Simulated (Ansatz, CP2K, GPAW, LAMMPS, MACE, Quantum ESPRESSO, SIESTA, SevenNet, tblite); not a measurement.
# Running amorphous Si0.9Ge0.1 (94 atoms) with CP2K

Wanted: CP2K inputs and outputs for amorphous Si0.9Ge0.1 (94 atoms), checked against a plane-wave reference.

Method: the method is named at each step, in CP2K 2026.2.

## Step 1: Starting point

The cell holds 94 atoms: 85 Si and 9 Ge. Its edges and angles: a = 12.402 Å, b = 12.402 Å, c = 12.402 Å, α = 90.0°, β = 90.0°, γ = 90.0°. 94 atoms (85 Si, 9 Ge) placed at random at 2.65 g/cm³, melted at 3500 K for 10 ps at fixed volume with the Tersoff potential (Tersoff, Phys. Rev. B 39, 5566 (1989)). Quenched from 3500 K to 700 K at 3 K/ps and fixed volume, held 5 ps.

The yardstick, on the same geometry:

- method: Kohn-Sham DFT, PBE, SSSP efficiency 1.3.0 pseudopotentials, plane waves (Quantum ESPRESSO 7.5); sssp-pbe-1.3.0-efficiency, cutoffs 45/360 Ry, Γ point
- r.m.s. force component: 0.7531 eV/Å
- longest force: 2.572 eV/Å
- pressure: 1.742 GPa
- time: 4 min on 4 MPI ranks of Arm Neoverse V2, shared host
- CPU time: 16 min

## Step 2: PBE, DZVP-MOLOPT-SR, 350/50 Ry, diagonalisation

Method: Kohn-Sham DFT, PBE, GTH-PBE pseudopotentials, Gaussian and plane waves, DZVP-MOLOPT-SR-GTH, diagonalisation.

input.inp

```
&GLOBAL
  PROJECT cell
  RUN_TYPE ENERGY_FORCE
  PRINT_LEVEL LOW
&END GLOBAL
&FORCE_EVAL
  METHOD QS
  STRESS_TENSOR ANALYTICAL
  &DFT
    BASIS_SET_FILE_NAME BASIS_MOLOPT
    POTENTIAL_FILE_NAME GTH_POTENTIALS
    &MGRID
      CUTOFF 350
      REL_CUTOFF 50
    &END MGRID
    &QS
      EPS_DEFAULT 1.0E-12
    &END QS
    &SCF
      SCF_GUESS ATOMIC
      EPS_SCF 1.0E-06
      MAX_SCF 200
      ADDED_MOS 42
      &DIAGONALIZATION
        ALGORITHM STANDARD
      &END DIAGONALIZATION
      &SMEAR ON
        METHOD FERMI_DIRAC
        ELECTRONIC_TEMPERATURE [K] 580
      &END SMEAR
      &MIXING
        METHOD BROYDEN_MIXING
        ALPHA 0.15
        NBROYDEN 8
      &END MIXING
      &PRINT
        &RESTART OFF
        &END RESTART
      &END PRINT
    &END SCF
    &XC
      &XC_FUNCTIONAL PBE
      &END XC_FUNCTIONAL
    &END XC
    &PRINT
      &MULLIKEN ON
      &END MULLIKEN
      &LOWDIN ON
      &END LOWDIN
      &MO ON
        EIGENVALUES T
        OCCUPATION_NUMBERS T
        MO_INDEX_RANGE 177 200
        &EACH
          QS_SCF 0
        &END EACH
        ADD_LAST NUMERIC
      &END MO
    &END PRINT
  &END DFT
  &SUBSYS
    &CELL
      A 12.40220 0.00000 0.00000
      B 0.00000 12.40220 0.00000
      C 0.00000 0.00000 12.40220
    &END CELL
    &COORD
      SCALED
      Si 0.35700 0.55571 0.19102
      Si 0.98309 0.88063 0.83932
      Si 0.58666 0.78048 0.87200
      Si 0.00745 0.78620 0.40178
      Si 0.30427 0.78337 0.35892
      Si 0.23376 0.41074 0.96876
      Si 0.12200 0.73948 0.13605
      Si 0.79206 0.46293 0.55514
      Si 0.23129 0.21866 0.53449
      Si 0.20544 0.63774 0.28372
      Si 0.03679 0.16913 0.19044
      Si 0.26117 0.98945 0.89007
      Si 0.06998 0.03809 0.91495
      Si 0.89021 0.31298 0.92779
      Si 0.21797 0.36590 0.67911
      Si 0.41191 0.76980 0.77334
      Si 0.95249 0.35331 0.38298
      Si 0.55807 0.72076 0.59057
      Si 0.03911 0.01222 0.09199
      Si 0.40036 0.18719 0.65501
      Si 0.05574 0.91796 0.52788
      Si 0.66698 0.08739 0.92591
      Si 0.47945 0.81507 0.35458
      Si 0.57215 0.89156 0.19759
      Si 0.68048 0.69498 0.72492
      Si 0.07239 0.51160 0.98105
      Si 0.90990 0.50653 0.87475
      Si 0.62839 0.37408 0.78622
      Si 0.19658 0.28071 0.83975
      Si 0.81401 0.62932 0.97037
      Si 0.50413 0.51770 0.30710
      Si 0.74121 0.23142 0.83118
      Si 0.68571 0.23754 0.36740
      Si 0.94201 0.75218 0.21580
      Si 0.16765 0.91724 0.17282
      Si 0.08397 0.48657 0.61239
      Si 0.55750 0.65907 0.41370
      Si 0.64798 0.56470 0.04905
      Si 0.25423 0.69197 0.53134
      Si 0.45173 0.38272 0.42233
      Si 0.10655 0.46266 0.31627
      Si 0.09695 0.74028 0.78586
      Si 0.43514 0.02054 0.13641
      Si 0.37865 0.49610 0.88909
      Si 0.69363 0.29481 0.54308
      Si 0.77972 0.07453 0.36706
      Si 0.70663 0.92833 0.84763
      Si 0.69822 0.52013 0.23502
      Si 0.17520 0.82672 0.63459
      Si 0.31968 0.07268 0.43655
      Si 0.51172 0.35170 0.61661
      Si 0.10226 0.61065 0.45751
      Si 0.54199 0.29331 0.09609
      Si 0.79014 0.35482 0.27166
      Si 0.49492 0.13995 0.98392
      Si 0.40365 0.71299 0.09291
[... 34 atom lines left out ...]
      Ge 0.34897 0.16272 0.83894
      Ge 0.88934 0.27753 0.12806
      Ge 0.83495 0.75520 0.47341
      Ge 0.57493 0.74633 0.05611
    &END COORD
    &KIND Si
      BASIS_SET DZVP-MOLOPT-SR-GTH-q4
      POTENTIAL GTH-PBE-q4
    &END KIND
    &KIND Ge
      BASIS_SET DZVP-MOLOPT-SR-GTH-q4
      POTENTIAL GTH-PBE-q4
    &END KIND
  &END SUBSYS
  &PRINT
    &FORCES ON
    &END FORCES
    &STRESS_TENSOR ON
    &END STRESS_TENSOR
  &END PRINT
&END FORCE_EVAL
```

Run with:

```bash
$ OMP_NUM_THREADS=2 cp2k.psmp -i input.inp > output.txt
```

The program printed:

```text
CP2K| version string:                                       CP2K version 2026.2
 CP2K| Input file name                                                 input.inp
 GLOBAL| Basis set file name                                        BASIS_MOLOPT
 GLOBAL| Potential file name                                      GTH_POTENTIALS
 GLOBAL| Run type                                                   ENERGY_FORCE
 GLOBAL| Total number of message passing processes                             1
 GLOBAL| Number of threads for this process                                    2
 TOTAL NUMBERS AND MAXIMUM NUMBERS
  Total number of            - Atomic kinds:                                   2
                             - Atoms:                                         94
                             - Shell sets:                                    94
                             - Shells:                                       470
                             - Primitive Cartesian functions:                376
                             - Cartesian basis functions:                   1316
                             - Spherical basis functions:                   1222
  Maximum angular momentum of- Orbital basis functions:                        2
                             - Local part of the GTH pseudopotential:          0
                             - Non-local part of the GTH pseudopotential:      4
 SCF PARAMETERS         Density guess:                                    ATOMIC
                        max_scf:                                             200
                        eps_scf:                                        1.00E-06
                        added MOs                                        42    0
                        Mixing method:                            BROYDEN_MIXING
                                                charge density mixing in g-space
                        Smear method:                                FERMI_DIRAC
                        Electronic temperature [K]:                        580.0
                        Electronic temperature [a.u.]:                  1.84E-03
                        Accuracy threshold:                             1.00E-10
 Extrapolation method: initial_guess
 Number of electrons:                                                        376
 Number of occupied orbitals:                                                188
 Number of molecular orbitals:                                               230
 Number of orbital functions:                                               1222
 Number of independent orbital functions:                                   1222
 SCF WAVEFUNCTION OPTIMIZATION
  Step     Update method      Time    Convergence         Total energy    Change
     1 NoMix/Diag. 0.15E+00    4.1     1.06541761      -374.1219875313 -3.74E+02
     2 Broy./Diag. 0.15E+00    5.4     0.02622920      -373.0739264479  1.05E+00
     3 Broy./Diag. 0.15E+00    5.4     0.07941623      -369.8151679579  3.26E+00
     4 Broy./Diag. 0.15E+00    5.3     0.04527848      -370.0593145609 -2.44E-01
     5 Broy./Diag. 0.15E+00    5.5     0.00417687      -369.3960045841  6.63E-01
     6 Broy./Diag. 0.15E+00    5.6     0.00785821      -369.1965968976  1.99E-01
     7 Broy./Diag. 0.15E+00    5.8     0.00215547      -369.0521573809  1.44E-01
[...]
17 Broy./Diag. 0.15E+00    5.6     0.00000389      -368.8873192547 -2.55E-04
    18 Broy./Diag. 0.15E+00    5.5     0.00000115      -368.8874054908 -8.62E-05
    19 Broy./Diag. 0.15E+00    5.6     0.00000057      -368.8874369370 -3.14E-05
  *** SCF run converged in    19 steps ***
  Electronic density on regular grids:       -375.9999999999        0.0000000001
  Core density on regular grids:              375.9999999992       -0.0000000008
  Total charge density on r-space grids:       -0.0000000007
  Total charge density g-space grids:          -0.0000000007
  Overlap energy of the core charge distribution:               1.88094e-08
  Self energy of the core charge distribution:               -947.154634
  Core Hamiltonian energy:                                    201.037447
  Hartree energy:                                             489.646652
  Exchange-correlation energy:                               -112.408092
  Electronic entropic energy:                                  -0.00881006
  Fermi energy:                                                 0.192273
  Total energy:                                              -368.887437
  Total energy (extrapolated to T->0):                       -368.883032
 MO| EIGENVALUES AND OCCUPATION NUMBERS
 MO|
 MO|  Index      Eigenvalue [a.u.]        Eigenvalue [eV]             Occupation
 MO|    177               0.161163               4.385463               2.000000
 MO|    178               0.162421               4.419697               2.000000
 MO|    179               0.163467               4.448170               2.000000
 MO|    180               0.167228               4.550492               1.999998
 MO|    181               0.167506               4.558064               1.999997
 MO|    182               0.168764               4.592300               1.999994
[...]
MO|    198               0.226985               6.176563               0.000000
 MO|    199               0.229242               6.237998               0.000000
 MO|    200               0.230987               6.285471               0.000000
 MO| Sum:                                                             376.000000
 MO| E(Fermi):            0.192273 a.u.          5.232010 eV
 !-----------------------------------------------------------------------------!
                     Mulliken Population Analysis
 #  Atom  Element  Kind  Atomic population                           Net charge
       1     Si       1          3.973787                              0.026213
       2     Si       1          3.952153                              0.047847
       3     Si       1          4.081898                             -0.081898
       4     Si       1          4.051346                             -0.051346
       5     Si       1          3.950556                              0.049444
       6     Si       1          4.012347                             -0.012347
[...]
# Total charge                            376.000000                  0.000000
 !-----------------------------------------------------------------------------!
 LOWDIN POPULATION ANALYSIS
 #  Atom  Element  Kind  Atomic population                           Net charge
[...]
92     Ge       2          3.570135                              0.429865
      93     Ge       2          3.484346                              0.515654
      94     Ge       2          3.490079                              0.509921
 # Total charge                            376.000000                  0.000000
 ENERGY| Total FORCE_EVAL ( QS ) energy [hartree]           -368.887443
 FORCES| Atomic forces [hartree/bohr]
 FORCES|   Atom     x               y               z               |f|
 FORCES|      1 -3.57009834E-03 -1.61254852E-02  5.33822603E-03   1.73572329E-02
 FORCES|      2  4.65911843E-04  4.53266740E-03  5.09500671E-03   6.83529378E-03
 FORCES|      3 -6.23331907E-03  1.35028852E-02 -3.88953796E-02   4.16417186E-02
 FORCES|      4  5.37565745E-03 -2.40742268E-02 -1.09640861E-02   2.69940229E-02
 FORCES|      5 -4.24270518E-02  4.19907066E-03  2.34077508E-02   4.86375340E-02
 FORCES|      6 -1.47846411E-03 -8.73235997E-03 -2.23298566E-03   9.13379394E-03
[...]
FORCES|     92  1.89047159E-02  3.97964342E-03 -1.81073694E-02   2.64783435E-02
 FORCES|     93 -1.03504122E-02 -6.36330913E-03 -4.84103566E-03   1.30789282E-02
 FORCES|     94  3.52610819E-02  8.13533209E-03  1.59650886E-02   3.95526431E-02
 FORCES| Sum    -1.76230386E-07  2.15137330E-07 -1.07008193E-07
 FORCES| Total atomic force                                       2.97979820E-07
 STRESS| Analytical stress tensor [bar]
 STRESS|                        x                   y                   z
 STRESS|      x        2.88689525090E+04   8.47100854944E+03  -6.82741419796E+03
 STRESS|      y        8.47100854944E+03   1.15881991474E+04   1.67222849467E+04
 STRESS|      z       -6.82741419796E+03   1.67222849467E+04   1.31190751426E+04
 STRESS| 1/3 Trace                                             1.78587422663E+04
```

The job ended after 2 min (2 threads of Arm Neoverse V2, shared host; peak memory 2.2 GiB; 3.7 min of CPU time).

Banners and routine set-up lines are dropped from the logs; longer cuts are marked.

Against the reference:

| Property | Result |
| --- | --- |
| r.m.s. force component | 0.7636 eV/Å |
| r.m.s. difference of force components | 32.35 meV/Å |
| longest difference of force vectors | 126 meV/Å |
| force difference over r.m.s. force | 4.295 % |
| slope of forces against the reference's | 1.013 |
| correlation of force components | 0.9992 |
| pressure | 1.786 GPa |
| pressure difference | 0.0439 GPa |

Length of the force difference by element (eV/Å):

```tsv
element	atoms	mean	most
Ge	9	0.056	0.095
Si	85	0.049	0.13
```

A closer look about Si51, which has 5 bonded neighbours where the commonest count for Si is 4: 9 atoms, nearest first, numbered in the order of the input, with positions taken from that point.

```tsv
atom	x	y	z	distance (Å)	bonds	Mulliken charge (e)	Fx	Fy	Fz (eV/Å)
Si51	0.00	0.00	0.00	0.00	5	-0.10	0.19	-1.19	-0.09
Si71	-1.57	1.40	1.03	2.35	4	0.02	-0.07	0.59	-0.16
Si20	-1.38	-2.04	0.48	2.51	4	-0.05	0.48	0.60	-0.50
Si45	2.26	-0.71	-0.91	2.53	4	-0.01	-0.92	1.52	0.16
Si40	-0.74	0.38	-2.41	2.55	4	0.01	-0.71	-0.72	0.01
Si28	1.45	0.28	2.10	2.57	4	-0.07	-0.69	0.24	1.19
Si15	-3.64	0.18	0.78	3.73	4	0.00	0.39	0.67	-1.19
Si8	3.48	1.38	-0.76	3.82	4	-0.06	-0.38	-0.06	-0.16
Ge90	3.02	1.96	1.56	3.92	4	0.39	-1.12	0.28	-0.36
```

Forces lie 4.3 % from the reference's, at 0.23 times its CPU time (on 2 against 4 cores).

## Step 3: PBE, TZV2P-MOLOPT (SR for Ge), 350/50 Ry, diagonalisation

Method: Kohn-Sham DFT, PBE, GTH-PBE pseudopotentials, Gaussian and plane waves, TZV2P-MOLOPT-GTH, diagonalisation.

input.inp, as its differences from that of step 2:

```diff
@@ -10,2 +10,3 @@
     BASIS_SET_FILE_NAME BASIS_MOLOPT
+    BASIS_SET_FILE_NAME BASIS_MOLOPT_UCL
     POTENTIAL_FILE_NAME GTH_POTENTIALS
@@ -71,3 +72,3 @@
     &KIND Si
-      BASIS_SET DZVP-MOLOPT-SR-GTH-q4
+      BASIS_SET TZV2P-MOLOPT-GTH-q4
       POTENTIAL GTH-PBE-q4
@@ -75,3 +76,3 @@
     &KIND Ge
-      BASIS_SET DZVP-MOLOPT-SR-GTH-q4
+      BASIS_SET TZV2P-MOLOPT-SR-GTH-q4
       POTENTIAL GTH-PBE-q4
```

Run with:

```bash
$ OMP_NUM_THREADS=1 mpirun -np 4 cp2k.psmp -i input.inp > output.txt
```

The program printed:

```text
CP2K| version string:                                       CP2K version 2026.2
 CP2K| Input file name                                                 input.inp
 GLOBAL| Basis set file name                                        BASIS_MOLOPT
 GLOBAL| Potential file name                                      GTH_POTENTIALS
 GLOBAL| Run type                                                   ENERGY_FORCE
 GLOBAL| Total number of message passing processes                             4
 GLOBAL| Number of threads for this process                                    1
 TOTAL NUMBERS AND MAXIMUM NUMBERS
  Total number of            - Atomic kinds:                                   2
                             - Atoms:                                         94
[... lines left out ...]
                        Smear method:                                FERMI_DIRAC
[... lines left out ...]
 Number of electrons:                                                        376
[... lines left out ...]
  Step     Update method      Time    Convergence         Total energy    Change
[... lines left out ...]
  *** SCF run converged in    19 steps ***
[... lines left out ...]
  Fermi energy:                                                 0.192228
  Total energy:                                              -369.001963
  Total energy (extrapolated to T->0):                       -368.997563
[... lines left out ...]
 MO| E(Fermi):            0.192228 a.u.          5.230794 eV
[... lines left out ...]
       1     Si       1          3.966057                              0.033943
       2     Si       1          3.969415                              0.030585
       3     Si       1          3.836777                              0.163223
[...]
# Total charge                            376.000000                  0.000000
 !-----------------------------------------------------------------------------!
 LOWDIN POPULATION ANALYSIS
 #  Atom  Element  Kind  Atomic population                           Net charge
[...]
93     Ge       2          4.402982                             -0.402982
      94     Ge       2          4.333750                             -0.333750
 # Total charge                            376.000000                  0.000000
 ENERGY| Total FORCE_EVAL ( QS ) energy [hartree]           -369.001997
 FORCES| Atomic forces [hartree/bohr]
 FORCES|   Atom     x               y               z               |f|
 FORCES|      1 -3.59176587E-03 -1.58666894E-02  5.59102249E-03   1.72020972E-02
 FORCES|      2  4.71546667E-04  4.42395704E-03  5.21849452E-03   6.85758247E-03
 FORCES|      3 -6.13016787E-03  1.32519783E-02 -3.83016969E-02   4.09904120E-02
[...]
FORCES|     93 -9.89315753E-03 -5.95309345E-03 -4.43146752E-03   1.23673680E-02
 FORCES|     94  3.49081465E-02  8.05700376E-03  1.55798386E-02   3.90669345E-02
 FORCES| Sum    -7.45736777E-07  3.59437799E-07  6.53081811E-07
 FORCES| Total atomic force                                       1.05443574E-06
 STRESS| Analytical stress tensor [bar]
 STRESS|                        x                   y                   z
 STRESS|      x        2.64952048577E+04   8.38523649764E+03  -6.84144858828E+03
 STRESS|      y        8.38523649764E+03   9.50822782889E+03   1.64185953941E+04
 STRESS|      z       -6.84144858828E+03   1.64185953941E+04   1.10085792866E+04
 STRESS| 1/3 Trace                                             1.56706706577E+04
```

Run time: 2.4 min. Hardware: 4 MPI ranks; peak memory 4 GiB; 9.5 min of CPU time.

Against the reference:

```
r.m.s. force component                  : 0.7545 eV/Å
r.m.s. difference of force components   : 25.55 meV/Å
longest difference of force vectors     : 92.45 meV/Å
force difference over r.m.s. force      : 3.393 %
slope of forces against the reference's : 1.001
correlation of force components         : 0.9994
pressure                                : 1.567 GPa
pressure difference                     : -0.1749 GPa
```

Against the first run (4.3 %), the force difference from the reference is 3.4 %, at 2.6 times the CPU time (on 4 against 2 cores), with 2068 basis functions against 1222: the larger basis brings the forces nearer.

[end of part 1 of 4]

[Long decimals in the printed logs are rounded to 6 places.]

[Also dropped from logs without a mark: lines with file paths, logging warnings of Python, QE's lines on negative density and diagonalisation, SIESTA's first energy breakdown, zero terms and Voronoi charges.]

[Logs are printed without paths, hosts, clocks, repeated set-up lines and the standing remarks that a program may print on its own settings, such as how far it seeks lower states.]

[Hosts, paths, dates, database ids (printed as entryN), source tags and the programs' standing remarks are cut or masked in the printed files.]

[Most failed runs of this program on this cell are left out, timed-out ones always.]
